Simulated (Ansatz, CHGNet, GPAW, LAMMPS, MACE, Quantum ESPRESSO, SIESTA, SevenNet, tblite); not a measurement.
## 48Ga2O3-52ZnO (mol %) with crystalline order left by the classical run (93 atoms): runs against a plane-wave reference

Density of this cell: 5.82 g/cm³. The cell holds 93 atoms: 26 Ga, 14 Zn and 53 O. Cell: a = 10.069 Å, b = 10.069 Å, c = 10.069 Å, α = 90.0°, β = 90.0°, γ = 90.0°. 93 atoms (26 Fe, 14 Zn, 53 O) placed at random at 4.69 g/cm³, melted at 5000 K for 10 ps at fixed volume with the Morse and Coulomb pair potential with partial charges (Pedone, Malavasi, Menziani, Cormack and Segre, J. Phys. Chem. B 110, 11780 (2006)). Quenched from 5000 K to 300 K at 20 K/ps and fixed volume, held 10 ps at zero pressure, then minimised at fixed cell. Then Fe was replaced by Ga and the cell scaled by 1.005 (the potential has no terms for the new elements, so the cell is a start for a DFT relaxation).

Geometry: as built.

The reference, a calculation:

| Item | Value |
| --- | --- |
| method | Kohn-Sham DFT, PBE, SSSP efficiency 1.3.0 pseudopotentials, plane waves (Quantum ESPRESSO 7.5); sssp-pbe-1.3.0-efficiency, cutoffs 60/480 Ry, Γ point |
| r.m.s. force component | 0.3637 eV/Å |
| longest force | 1.364 eV/Å |
| pressure | 4.026 GPa |
| gap (highest filled to lowest empty level) | 0.8235 eV |
| time | 8.5 min on 4 MPI ranks of Arm Neoverse V2, shared host |
| CPU time | 34 min |

Runs, in no order:
A. SIESTA PBE, SZ, shift 0.02 Ry, mesh 500 Ry: Kohn-Sham DFT, PBE, PseudoDojo 0.4.1 norm-conserving pseudopotentials (converted to PSML), numerical atomic orbitals (SZ), diagonalisation
B. GPAW PBE, LCAO dzp, h 0.18 Å, other mixer settings: Kohn-Sham DFT, PBE, PAW, atomic orbitals (dzp)
C. SevenNet l3i5 potential: machine-learned interatomic potential SevenNet l3i5, trained on PBE(+U) plane-wave data
D. SIESTA PBE, DZP, shift 0.01 Ry, mesh 500 Ry: Kohn-Sham DFT, PBE, PseudoDojo 0.4.1 norm-conserving pseudopotentials (converted to PSML), numerical atomic orbitals (DZP), diagonalisation

**Question.** Rank the runs by how far their forces lie from the reference's, least first.

C, D, B, A.

```csv
run,"Δ force, r.m.s. (meV/Å)",share of r.m.s. force (%),CPU time
C. SevenNet l3i5 potential,54.1,14.9,12 s
"D. SIESTA PBE, DZP, shift 0.01 Ry, mesh 500 Ry",107,29.3,11 min
"B. GPAW PBE, LCAO dzp, h 0.18 Å, other mixer settings",331,91.0,7 min
"A. SIESTA PBE, SZ, shift 0.02 Ry, mesh 500 Ry",496,136,1.9 min
```

Machine-learned potentials mimic data converged in k, so the reference's own k-point error enters their differences. The network of bonds at the start is that of the classical potential that made the cell, and needn't be the one that DFT or experiment would give. The electronic-structure runs sample only Γ, in a cell whose shortest periodic width is 10 Å.

[Long decimals in the printed logs are rounded to 6 places.]

[Logs are printed without paths, hosts, clocks, repeated set-up lines and the standing remarks that a program may print on its own settings, such as how far it seeks lower states.]

[Hosts, paths, dates, database ids (printed as entryN), source tags and the programs' standing remarks are cut or masked in the printed files.]
